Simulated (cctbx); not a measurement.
# Reading a Patterson map

Space group Pnma (no. 62), a = 11.4520 Å, b = 4.8780 Å, c = 12.6110 Å, α = 90.00°, β = 90.00°, γ = 90.00°, content Ba4 Sb8 Sr4 Zn4.

The data are simulated with cctbx, not measured: Cu Kα, λ = 1.54184 Å, to d = 0.83 Å, 80 % of the full sphere, strongest reflection 70000 counts, noise from counting, a 4 % proportional error and a noise floor of 4 counts (s.d.); no absorption, some extinction.

Patterson synthesis from sharpened amplitudes, origin scaled to 1000:

```text
Patterson group P m m m
      u       v       w   height  length (A)
  0.000   0.000   0.000   1000.0     0.00
  0.000   0.500   0.500    264.5     6.76
  0.264   0.000   0.500    217.7     6.99
  0.500   0.000   0.163    217.2     6.08
  0.270   0.500   0.000    209.1     3.94
  0.500   0.500   0.356    154.2     7.67
  0.500   0.000   0.422    149.2     7.82
  0.241   0.000   0.000    147.8     2.76
  0.237   0.000   0.337    144.2     5.04
  0.399   0.500   0.355    139.7     6.85
  0.230   0.500   0.169    138.1     4.17
  0.284   0.000   0.426    134.2     6.29
  0.396   0.000   0.142    130.1     4.87
  0.106   0.000   0.285    128.5     3.79
```

Q: Assign the vectors.

A peak at u stands for all pairs with xi − xj = u, with weight Σ ZiZj against Σ Z² = 42728 at the origin. Peak heights follow these weights only roughly, since form factors, motion and series ripples differ, all vectors within 0.55 Å of a peak are counted as merged into it though the farther ones add only part of their weight, and F(000) is left out, which lowers the whole map:

| u | v | w | shortest length (Å) | height | 1000 ΣZiZj/ΣZ² | pairs in the cell |
| --- | --- | --- | --- | --- | --- | --- |
| 0.000 | 0.500 | 0.500 | 6.76 | 264 | 294 | 4 × Ba–Ba |
| 0.264 | 0.000 | 0.500 | 6.99 | 218 | 267 | 4 × Ba–Sb |
| 0.500 | 0.000 | 0.163 | 6.08 | 217 | 269 | 2 × Ba–Ba, 2 × Sb–Sb |
| 0.270 | 0.500 | 0.000 | 3.94 | 209 | 267 | 4 × Ba–Sb |
| 0.500 | 0.500 | 0.356 | 7.67 | 154 | 147 | 2 × Ba–Ba |
| 0.500 | 0.000 | 0.422 | 7.82 | 149 | 189 | 2 × Sb–Sb, 2 × Sr–Sr |
| 0.241 | 0.000 | 0.000 | 2.76 | 148 | 181 | 4 × Sb–Sr |
| 0.237 | 0.000 | 0.337 | 5.04 | 144 | 134 | 2 × Ba–Sb |
| 0.399 | 0.500 | 0.355 | 6.85 | 140 | 205 | 2 × Ba–Sb, 2 × Sb–Zn |
| 0.230 | 0.500 | 0.169 | 4.17 | 138 | 212 | 2 × Ba–Sb, 2 × Ba–Zn |

The table stops at ten peaks or at a height of 45, below which ripples compete. In the model behind the data Ba, the heaviest element, has 1 independent site: (0.2546, 3/4, 0.3224), up to an allowed shift of origin; the Ba–Ba vectors are differences of these positions and their symmetry mates. Elements of similar Z can't be told apart from the map alone. The whole model:

```
atom  mult.       x    y       z  Ueq (Å²)
 Ba1      4  0.2546  3/4  0.3224    0.0101
 Sb1      4  0.4820  1/4  0.1600    0.0078
 Sb2      4  0.6565  3/4  0.4642    0.0222
 Sr1      4  0.3993  3/4  0.0447    0.0073
 Zn1      4  0.0468  1/4  0.1165    0.0112
```

The model was made for the exercise: a known structure type with other elements put in, its volume estimated, not relaxed; displacement parameters are assumed.

[Logs are printed without paths, hosts, clocks, repeated set-up lines and the standing remarks that a program may print on its own settings, such as how far it seeks lower states.]
